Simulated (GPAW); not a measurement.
## Rh L₃ ELNES/XANES of YRh (Pm-3m) from DFT

Aim: the near-edge shape at the Rh L₃ edge of YRh (Pm-3m), and what the core hole does to it.

Main program and level: GPAW 26.7.0; X-ray absorption from dipole matrix elements to empty bands, plane-wave PAW LDA.

### Step 1. Set-up

The structure is cubic, space group Pm-3m (No. 221). The conventional cell has a = 3.407 Å, b = 3.407 Å, c = 3.407 Å, α = 90.00°, β = 90.00°, γ = 90.00°. Nearest to Rh lie 8 Y at 2.95 Å. Y has 8 Rh at 2.95 Å nearest. Farther neighbours are not listed.

As a file:

```cif
data_structure
_symmetry_space_group_name_H-M 'P 1'
_symmetry_Int_Tables_number 1
_cell_length_a 3.4070
_cell_length_b 3.4070
_cell_length_c 3.4070
_cell_angle_alpha 90.000
_cell_angle_beta 90.000
_cell_angle_gamma 90.000
_cell_volume 39.55
loop_
_atom_site_label
_atom_site_type_symbol
_atom_site_fract_x
_atom_site_fract_y
_atom_site_fract_z
_atom_site_occupancy
Rh1 Rh 0.00000 0.00000 0.00000 1
Y2 Y 0.50000 0.50000 0.50000 1
```

### Step 2. Ground state of the crystal

A plain self-consistent run shows whether there is a gap, which decides the set-up of the core-hole run.

File scf.py:

```python
import numpy as np
from ase import Atoms
from ase.parallel import parprint, paropen
from gpaw import GPAW, PW, FermiDirac, Mixer, MixerDif, setup_paths
from gpaw.test import gen
setup_paths.insert(0, '.')
gen('Rh', name='nch2p', xcname='LDA', corehole=(2, 1, 0), write_xml=True)
from gpaw.mpi import world
world.barrier()

atoms = Atoms('RhY',
    cell=[[3.407, 0, 0],
     [0, 3.407, 0],
     [0, 0, 3.407]],
    scaled_positions=[[0, 0, 0],
     [0.5, 0.5, 0.5]],
    pbc=True)
atoms.calc = calc = GPAW(legacy_gpaw=True, mode=PW(430, force_complex_dtype=True), xc='LDA', setups={0: 'nch2p'},
    kpts={'size': (7, 7, 7), 'gamma': True}, occupations=FermiDirac(0.05),
    charge=0, mixer=Mixer(0.1, 5, 50), maxiter=150,
    convergence={'density': 0.0001, 'eigenstates': 1e-6}, txt='scf.txt')
energy = atoms.get_potential_energy() + calc.get_reference_energy()
ef = calc.get_fermi_level()
out = dict(energy=energy, fermi=ef, forces=atoms.get_forces().tolist())
parprint(f'all-electron energy {energy:.4f} eV, Fermi level {ef:.4f} eV')
ev = np.array([[calc.get_eigenvalues(k, s) for k in range(len(calc.get_ibz_k_points()))] for s in range(calc.get_number_of_spins())])
out['homo'], out['lumo'], out['counts'] = ev[ev < ef].max(), ev[ev > ef].min(), sorted(set((ev < ef).sum((0, 2)).tolist()))
out['filled'] = (ev[:, 0] < ef).sum(1).tolist()
import json
with paropen('out.json', 'w') as f:
    json.dump(out, f)
```

The run is started by

```
$ OMP_NUM_THREADS=1 mpirun -n 4 gpaw python scf.py
```

Numbers of over 12 decimals in the logs are rounded to 6 here.

The program printed:

```text
Input parameters:
  convergence: {density: 0.0001,
                eigenstates: 1e-06}
  kpts: {gamma: True,
         size: (7, 7, 7)}
  maxiter: 150
  mixer: {backend: pulay,
          beta: 0.1,
          method: separate,
          nmaxold: 5,
          weight: 50}
  mode: {ecut: 430.0,
         force_complex_dtype: True,
         name: pw}
  occupations: {fixmagmom: False,
                name: fermi-dirac,
                width: 0.05}
  setups: {0: nch2p}

Initialize ...

[... PAW data sets ...]

Reference energy: -221997.016657  # eV

Spin-paired calculation

[... convergence settings ...]
Symmetries present (total): 48
  [... symmetry matrices ...]

343 k-points: 7 x 7 x 7 Monkhorst-Pack grid
20 k-points in the irreducible part of the Brillouin zone
       k-points in crystal coordinates                weights
   0:     0.00000000    0.00000000    0.00000000          1/343
   1:     0.14285714    0.00000000    0.00000000          6/343
   2:     0.14285714    0.14285714    0.00000000         12/343
   3:     0.14285714    0.14285714    0.14285714          8/343
   4:     0.28571429    0.00000000    0.00000000          6/343
   5:     0.28571429    0.14285714    0.00000000         24/343
   6:     0.28571429    0.14285714    0.14285714         24/343
   7:     0.28571429    0.28571429    0.00000000         12/343
   8:     0.28571429    0.28571429    0.14285714         24/343
   9:     0.28571429    0.28571429    0.28571429          8/343
          ...
  19:     0.42857143    0.42857143    0.42857143          8/343

Wave functions: Plane wave expansion
  Cutoff energy: 430.000 eV
  Number of coefficients (min, max): 793, 812
  Pulay-stress correction: 0.000000 eV/Ang^3 (de/decut=0.000000)
  Using FFTW library
  Wavefunction extrapolation:
    Improved wavefunction reuse through dual PAW basis

Occupation numbers: Fermi-Dirac:
  width: 0.0500  # eV

Eigensolver
   Davidson(niter=2)

Densities:
  Coarse grid: 18*18*18 grid
  Fine grid: 36*36*36 grid
  Total Charge: 0.000000

Density mixing:
  Method: separate
  Backend: pulay
  Linear mixing parameter: 0.1
  old densities: 5
  Width of damping distribution: 1.1
  Damping of long wavelength oscillations: 50

[... Hamiltonian set-up ...]
Number of atoms: 2
Number of atomic orbitals: 25
Number of bands in calculation: 20
Number of valence electrons: 26
Bands to converge: occupied

... initialized

Initializing position-dependent things.

Density initialized from atomic densities
Creating initial wave functions:
  20 bands from LCAO basis set

Positions:
   0 Rh     0.000000    0.000000    0.000000    ( 0.0000,  0.0000,  0.0000)
   1 Y      1.703500    1.703500    1.703500    ( 0.0000,  0.0000,  0.0000)

Unit cell:
           periodic     x           y           z      points  spacing
  1. axis:    yes    3.407000    0.000000    0.000000    18     0.1893
  2. axis:    yes    0.000000    3.407000    0.000000    18     0.1893
  3. axis:    yes    0.000000    0.000000    3.407000    18     0.1893

  Lengths:   3.407000   3.407000   3.407000
  Angles:   90.000000  90.000000  90.000000

Effective grid spacing dv^(1/3) = 0.1893

iter:   1   -16.287311
iter:   2   -15.943032   -1.75  -1.38
iter:   3   -15.774626   -1.88  -1.49
iter:   4   -15.685584   -2.31  -1.64
iter:   5   -15.698878   -1.97  -1.90
iter:   6   -15.669255   -2.74  -2.18
iter:   7   -15.669187   -3.75  -2.98
iter:   8   -15.669364c  -4.23  -3.30
iter:   9   -15.669415c  -5.29  -3.13
iter:  10   -15.669065c  -4.52  -3.12
iter:  11   -15.669081c  -5.48  -3.53
iter:  12   -15.669083c  -6.26c -3.61
iter:  13   -15.669070c  -6.27c -3.74
iter:  14   -15.669071c  -7.29c -3.83
iter:  15   -15.669075c  -6.27c -3.86
iter:  16   -15.669067c  -6.52c -4.11c

Converged after 16 iterations.

Dipole moment: (0.000000, -0.000000, -0.000000) |e|*Ang

Energy contributions relative to reference atoms: (reference = -221997.016657)

Kinetic:         -2.008545
Potential:       +0.823248
External:        +0.000000
XC:             -14.128666
Entropy (-ST):   -0.007312
Local:           -0.351448
SIC:             +0.000000
--------------------------
Free energy:    -15.672723
Extrapolated:   -15.669067

Showing only first 2 kpts
 Kpt  Band  Eigenvalues  Occupancy
  0    11      7.61121    2.00000
  0    12      7.61121    2.00000
  0    13     11.43758    0.00000
  0    14     11.43758    0.00000

  1    11      7.57613    2.00000
  1    12      7.67113    2.00000
  1    13     11.12696    0.00000
  1    14     11.52147    0.00000

Fermi level: 9.17882

Gap: 0.035 eV
Transition (v -> c):
  (s=0, k=16, n=12, [0.43, 0.43, 0.00]) -> (s=0, k=19, n=13, [0.43, 0.43, 0.43])
Direct/indirect transitions are different
Direct gap: 1.069 eV
Transition at: (s=0, k=19, n=12, [0.43, 0.43, 0.43])

Forces in eV/Ang:
  0 Rh    0.00000    0.00000    0.00000
  1 Y     0.00000    0.00000    0.00000
Scalar-relativistic atomic LDA calculation for Rh (Rhodium, Z=45)
Core hole in 2p state (2p occupation: 6.0)
750 radial gridpoints.
|------------------------------------------------|
|------------------------------------------------|
[... the atom generator's iteration count ...]

Energy contributions:
-------------------------
Kinetic:    +4943.601068
XC:          -133.806820
Potential:  -9587.541699
-------------------------
Total:      -4777.747452

state      eigenvalue         ekin         rmax
-----------------------------------------------
1s^2.0 :  -844.799541  1071.642816        0.021
2s^2.0 :  -122.540305   219.243051        0.120
2p^6.0 :  -109.972650   210.247043        0.096
3s^2.0 :   -21.878604    59.694416        0.352
3p^6.0 :   -17.734596    55.436348        0.345
3d^10.0:   -11.061686    49.656667        0.291
4s^2.0 :    -3.031369    14.629350        0.880
4p^6.0 :    -1.857314    12.004495        0.942
4d^8.0 :    -0.225910     6.142971        1.148
5s^1.0 :    -0.168376     1.344051        2.632
5p^0.0 :    -0.035593     0.523604        3.767
-----------------------------------------------
(units: Bohr and Hartree)

Generating PAW setup
Kinetic energy of the core from tauc = 4931.10619590688
Cutoffs:
rc(s)=2.400
rc(p)=2.610
rc(d)=2.350
rc(vbar)=2.390
rc(comp)=2.290
rc(nct)=2.610

Kinetic energy of the core states: 4821.086280
Charge: 0.0
Core electrons: 30.0
Valence electrons: 15.0
Pseudo-core charge: 0.089799
Shape function alpha=1.907
Pseudo-electron charge 5.883407
state    eigenvalue         norm
--------------------------------
5s(1) :    -0.168376     1.017377
*s    :     0.831624
4p(6) :    -1.857314     0.120652
5p(0) :    -0.035593     0.998302
4d(8) :    -0.225910     0.506540
*d    :     0.774090
--------------------------------

Diagonalizing with gridspacing h=0.050

state   all-electron     PAW
-------------------------------
5s:      -0.168376    -0.168508
4p:      -1.857314    -1.857524
4d:      -0.225910    -0.226752
*f:                    0.069742
-------------------------------
all-electron energy -222012.6857 eV, Fermi level 9.1788 eV
```

Elapsed: 11 s, on 4 MPI ranks of Intel Xeon Platinum 8488C (Sapphire Rapids), shared host; peak memory 0.15 GiB; 36 s of CPU time.

The mesh shows a gap of only 0.04 eV, so the system is treated as a metal and the core electron is put at the Fermi level (neutral cell).

### Step 3. Spectrum without a core hole, Rh atom 1

Without a hole the spectrum is the empty density of states of the right symmetry on the absorber, weighted by matrix elements. It needs only the small cell and serves as the baseline. The data set with a hole of occupation 0 only carries the core orbital.

The absorber has 8 Y at 2.95 Å and 6 Rh at 3.41 Å (cube and octahedron, as in bcc, site symmetry m-3m).

File xas.py:

```python
import numpy as np
from ase import Atoms
from ase.parallel import parprint, paropen
from gpaw import GPAW, PW, FermiDirac, Mixer, MixerDif, setup_paths
from gpaw.test import gen
setup_paths.insert(0, '.')
gen('Rh', name='nch2p', xcname='LDA', corehole=(2, 1, 0), write_xml=True)
from gpaw.mpi import world
world.barrier()

atoms = Atoms('RhY',
    cell=[[3.407, 0, 0],
     [0, 3.407, 0],
     [0, 0, 3.407]],
    scaled_positions=[[0, 0, 0],
     [0.5, 0.5, 0.5]],
    pbc=True)
atoms.calc = calc = GPAW(legacy_gpaw=True, mode=PW(430, force_complex_dtype=True), xc='LDA', setups={0: 'nch2p'},
    kpts={'size': (10, 10, 10), 'gamma': True}, occupations=FermiDirac(0.1),
    charge=0, mixer=Mixer(0.1, 5, 50), maxiter=150,
    convergence={'density': 0.0001, 'eigenstates': 1e-6}, txt='scf.txt')
energy = atoms.get_potential_energy() + calc.get_reference_energy()
ef = calc.get_fermi_level()
out = dict(energy=energy, fermi=ef, forces=atoms.get_forces().tolist())
parprint(f'all-electron energy {energy:.4f} eV, Fermi level {ef:.4f} eV')
ev = np.array([[calc.get_eigenvalues(k, s) for k in range(len(calc.get_ibz_k_points()))] for s in range(calc.get_number_of_spins())])
out['homo'], out['lumo'], out['counts'] = ev[ev < ef].max(), ev[ev > ef].min(), sorted(set((ev < ef).sum((0, 2)).tolist()))
out['filled'] = (ev[:, 0] < ef).sum(1).tolist()

from ase.units import Ha
from gpaw.xas import dipole_matrix_elements
nb = int(calc.get_number_of_electrons() / 2) + 37
top = nb
nscf = calc.fixed_density(kpts={'size': (8, 8, 8), 'gamma': True},
    convergence={'eigenstates': 1.0}, txt='nscf.txt')
nscf.diagonalize_full_hamiltonian(nbands=nb)
cell = atoms.cell.array
ops = [cell.T @ U.T @ np.linalg.inv(cell.T) for U in nscf.wfs.kd.symmetry.op_scc]
E = np.arange(-25, 34, 0.1)
fwhm = np.interp(E, [4, 25], [2.13, 3.5])
Y, X, zero, highest = 0, 0, 1e9, 1e9
for spin in range(nscf.get_number_of_spins()):
    wfs = nscf.wfs
    mine = wfs.bd.get_slice()  # this rank's bands
    A = dipole_matrix_elements(wfs.setups[0])
    eps = np.zeros((wfs.kd.nibzkpts, nb))
    d = np.zeros((3, A.shape[1], wfs.kd.nibzkpts, nb), complex)
    for kpt in wfs.kpt_u:
        if kpt.s == spin and 0 in kpt.P_ani:
            eps[kpt.k, mine] = kpt.eps_n * Ha
            d[:, :, kpt.k, mine] = (kpt.weight * wfs.nspins / 2) ** 0.5 * np.inner(A, kpt.P_ani[0])
    world.sum(eps)
    world.sum(d)
    T = np.einsum('amkn,bmkn->abkn', d, d.conj()).real
    T = sum(np.einsum('ai,ijkn,bj->abkn', R, T, R) for R in ops) / len(ops)
    empty = eps > ef
    zero, highest = min(zero, eps[empty].min()), min(highest, eps[:, top - 1].min())
    lines = [(eps, T, empty)] if spin == 0 else lines + [(eps, T, empty)]
for eps, T, empty in lines:
    f = np.einsum('aakn->akn', T).reshape(3, -1)
    x = eps.ravel() - zero
    w = np.interp(x, E, fwhm) / 2.35482
    g = np.exp(-0.5 * ((E[:, None] - x) / w) ** 2) / (w * (2 * np.pi) ** 0.5)
    Y = Y + (f * empty.ravel()) @ g.T
    X = X + (f * ~empty.ravel()) @ g.T
out.update(E=E.round(2).tolist(), xas=Y.tolist(), xes=X.tolist(), zero=zero, valid=highest - zero, nk=len(eps), nb=nb)
for i in range(0, len(E), 10):
    parprint(f'{E[i]:7.2f}', *(f'{v:10.3e}' for v in Y[:, i]))
import json
with paropen('out.json', 'w') as f:
    json.dump(out, f)
```

The run is started by

```
$ OMP_NUM_THREADS=1 mpirun -n 4 gpaw python xas.py
```

The program printed:

```text
Input parameters:
  convergence: {density: 0.0001,
                eigenstates: 1e-06}
  kpts: {gamma: True,
         size: (10, 10, 10)}
  maxiter: 150
  mixer: {backend: pulay,
          beta: 0.1,
          method: separate,
          nmaxold: 5,
          weight: 50}
  mode: {ecut: 430.0,
         force_complex_dtype: True,
         name: pw}
  occupations: {fixmagmom: False,
                name: fermi-dirac,
[...]
*d    :     0.774090
--------------------------------

Diagonalizing with gridspacing h=0.050

state   all-electron     PAW
-------------------------------
5s:      -0.168376    -0.168508
4p:      -1.857314    -1.857524
4d:      -0.225910    -0.226752
*f:                    0.069742
-------------------------------
all-electron energy -222012.6364 eV, Fermi level 9.2115 eV
[...]
32.00  5.561e-06  5.561e-06  5.561e-06
  33.00  5.729e-06  5.729e-06  5.729e-06
[key lines of the parts left out:]
Converged after 15 iterations.
Dipole moment: (0.000000, 0.000000, 0.000000) |e|*Ang
Free energy:    -15.640342
Fermi level: 9.21151
```

It took 18 s on 4 MPI ranks; peak memory 0.27 GiB; 70 s of CPU time.

The Rh L₃ spectrum, Rh atom 1, no core hole (energy from the lowest empty level; intensity scaled to a mean of 1 over the first 20 eV):

```
E (eV)  intensity
  -2.0       0.05
  -1.5       0.18
  -1.0       0.44
  -0.5       0.85
   0.0       1.36
   0.5       1.83
   1.0       2.18
   1.5       2.31
   2.0       2.21
   2.5       1.91
   3.0       1.55
   3.5       1.30
   4.0       1.22
   4.5       1.27
   5.0       1.29
   5.5       1.18
   6.0       0.95
   6.5       0.69
   7.0       0.52
   7.5       0.45
   8.0       0.43
   8.5       0.45
   9.0       0.48
   9.5       0.55
  10.0       0.65
  10.5       0.75
  11.0       0.86
  11.5       0.96
  12.0       1.04
  12.5       1.08
  13.0       1.09
  13.5       1.05
  14.0       0.96
  14.5       0.86
  15.0       0.75
  15.5       0.66
  16.0       0.61
  16.5       0.61
  17.0       0.64
  17.5       0.67
  18.0       0.71
  18.5       0.73
  19.0       0.73
  19.5       0.74
  20.0       0.75
  20.5       0.77
  21.0       0.78
  21.5       0.79
  22.0       0.79
  22.5       0.77
  23.0       0.75
  23.5       0.73
  24.0       0.71
  24.5       0.69
  25.0       0.68
  25.5       0.67
  26.0       0.66
  26.5       0.65
  27.0       0.65
  27.5       0.67
  28.0       0.69
  28.5       0.73
  29.0       0.76
  29.5       0.78
  30.0       0.78
  30.5       0.77
  31.0       0.74
  31.5       0.72
  32.0       0.71
```

Main maxima below 30 eV (height): 1.6 eV (2.32), 4.8 eV (1.30), 12.8 eV (1.09), 21.6 eV (0.79) and 29.8 eV (0.78). At an L edge the dipole rule selects empty d (and weakly s) states on the absorber, and the strong line at the onset measures the empty part of its d band.

The same matrix elements for filled bands give the Rh L₃ emission of Rh atom 1 (ground-state approximation; energy from the lowest empty level, largest value 1):

```
E (eV)  emission
-24.00      0.00
-23.25      0.00
-22.50      0.00
-21.75      0.00
-21.00      0.00
-20.25      0.00
-19.50      0.00
-18.75      0.00
-18.00      0.00
-17.25      0.00
-16.50      0.00
-15.75      0.00
-15.00      0.00
-14.25      0.00
-13.50      0.00
-12.75      0.00
-12.00      0.00
-11.25      0.00
-10.50      0.00
 -9.75      0.00
 -9.00      0.00
 -8.25      0.00
 -7.50      0.00
 -6.75      0.00
 -6.00      0.00
 -5.25      0.03
 -4.50      0.15
 -3.75      0.43
 -3.00      0.79
 -2.25      1.00
 -1.50      0.83
 -0.75      0.46
  0.00      0.17
  0.75      0.05
  1.50      0.01
  2.25      0.00
  3.00      0.00
```

Emission maxima: -2.2 eV (1.00).

### Step 4. Reference energy of the supercell

The photon energy needs a difference of total energies, so the cell and mesh of the coming hole run are first run without a hole.

Changes to scf.py since step 2:

```diff
@@ -10,11 +10,17 @@
 
-atoms = Atoms('RhY',
-    cell=[[3.407, 0, 0],
-     [0, 3.407, 0],
-     [0, 0, 3.407]],
+atoms = Atoms('Rh4Y4',
+    cell=[[3.407, 3.407, 3.407],
+     [-3.407, 3.407, -3.407],
+     [-3.407, -3.407, 3.407]],
     scaled_positions=[[0, 0, 0],
-     [0.5, 0.5, 0.5]],
+     [0, 0.5, 0.5],
+     [0.5, 0, 0.5],
+     [0.5, 0.5, 0],
+     [0.5, 0, 0],
+     [0.5, 0.5, 0.5],
+     [0, 0, 0.5],
+     [0, 0.5, 0]],
     pbc=True)
 atoms.calc = calc = GPAW(legacy_gpaw=True, mode=PW(430, force_complex_dtype=True), xc='LDA', setups={0: 'nch2p'},
-    kpts={'size': (7, 7, 7), 'gamma': True}, occupations=FermiDirac(0.05),
+    kpts={'size': (5, 5, 5), 'gamma': True}, occupations=FermiDirac(0.1),
     charge=0, mixer=Mixer(0.1, 5, 50), maxiter=150,
```

The run is started by

```
$ OMP_NUM_THREADS=1 mpirun -n 4 gpaw python scf.py
```

The program printed:

```text
Input parameters:
  convergence: {density: 0.0001,
                eigenstates: 1e-06}
  kpts: {gamma: True,
         size: (5, 5, 5)}
  maxiter: 150
  mixer: {backend: pulay,
          beta: 0.1,
          method: separate,
          nmaxold: 5,
          weight: 50}
  mode: {ecut: 430.0,
         force_complex_dtype: True,
         name: pw}
  occupations: {fixmagmom: False,
                name: fermi-dirac,
[...]
*s    :     0.831624
4p(6) :    -1.857314     0.120652
5p(0) :    -0.035593     0.998302
4d(8) :    -0.225910     0.506540
*d    :     0.774090
--------------------------------

Diagonalizing with gridspacing h=0.050

state   all-electron     PAW
-------------------------------
5s:      -0.168376    -0.168508
4p:      -1.857314    -1.857524
4d:      -0.225910    -0.226752
*f:                    0.069742
-------------------------------
all-electron energy -888050.5439 eV, Fermi level 9.1969 eV
[key lines of the parts left out:]
Converged after 13 iterations.
Dipole moment: (-0.000000, 0.000000, -0.000000) |e|*Ang
Free energy:    -62.561370
Fermi level: 9.19688
```

The job ended after 19 s (4 MPI ranks; peak memory 0.23 GiB; 76 s of CPU time).

Reference energy: -888050.544 eV with the cores included.

[end of part 1 of 3]

[Banner, clock and machine lines of the logs are left out without a mark of their own.]

[Logs are printed without paths, hosts, clocks, repeated set-up lines and the standing remarks that a program may print on its own settings, such as how far it seeks lower states.]

[Hosts, paths, dates, database ids (printed as entryN), source tags and the programs' standing remarks are cut or masked in the printed files.]

[Lists of maxima count a maximum above −3 eV only where it reaches 4 % of the highest in the window and stands out from its surroundings by 2 % of it (1.5 % where it reaches 55 %); shoulders and weaker maxima are passed over, and of the rest the first, up to two pre-edge ones and the few strongest are named.]
